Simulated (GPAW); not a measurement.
# Calculated records

```
CaGaSiH (P3m1): G0W0 with GPAW, start to end
1.0
     4.09110    0.00000    0.00000
    -2.04555    3.54300    0.00000
     0.00000    0.00000    4.76280
Ca Ga Si H
1 1 1 1
Direct
  0.33333 0.66667 0.00000
  0.00000 0.00000 0.55680
  0.66667 0.33333 0.43370
  0.00000 0.00000 0.92500
# method: DFT, LDA, plane waves, PAW (and 1 further level or step)
# program: GPAW 26.7.0
# settings of one run: cutoff 600 eV, GPAW PAW setups 1.2.1 data release, 3×3×2 k-mesh, nbands 92
# cost: 3 runs, 35 s in all on 4 MPI ranks of Arm Neoverse V1, shared host (the runs of this entry)
# notes: The cell and positions come from the Crystallography Open Database and are kept as given unless a step says otherwise. Limits: no spin-orbit coupling. Only 3 of the mesh’s irreducible points were corrected, so a valley elsewhere could overtake. Bands and cutoff are finite, so the gap is not at the basis limit. The miss can reach some tenths of an eV and take either sign; the mesh is an error of its own. The 3×3×2 mesh is coarse for this cell, which bears on the long-range parts of exchange and screening.
# LDA gap: 0.13 eV, indirect
# G0W0 gap on the mesh: 1.04 eV
# G0W0 gap over the zone (rigid shift): 0.84 eV
# GW settings: 3×3×2 mesh, 82 bands, screening to 65 eV, Godby-Needs plasmon pole
# known limits: not at the basis limit; no spin-orbit coupling; coarse k mesh
```

[Paths, hosts, dates, memory and timing lines, banners, echoed tables and standing remarks are left out of the program output.]

[Logs are printed without paths, hosts, clocks, repeated set-up lines and the standing remarks that a program may print on its own settings, such as how far it seeks lower states.]

[Runs of the session that timed out or met a known fault of the program may be left out.]

[Hosts, paths, dates, database ids (printed as entryN), source tags and the programs' standing remarks are cut or masked in the printed files.]
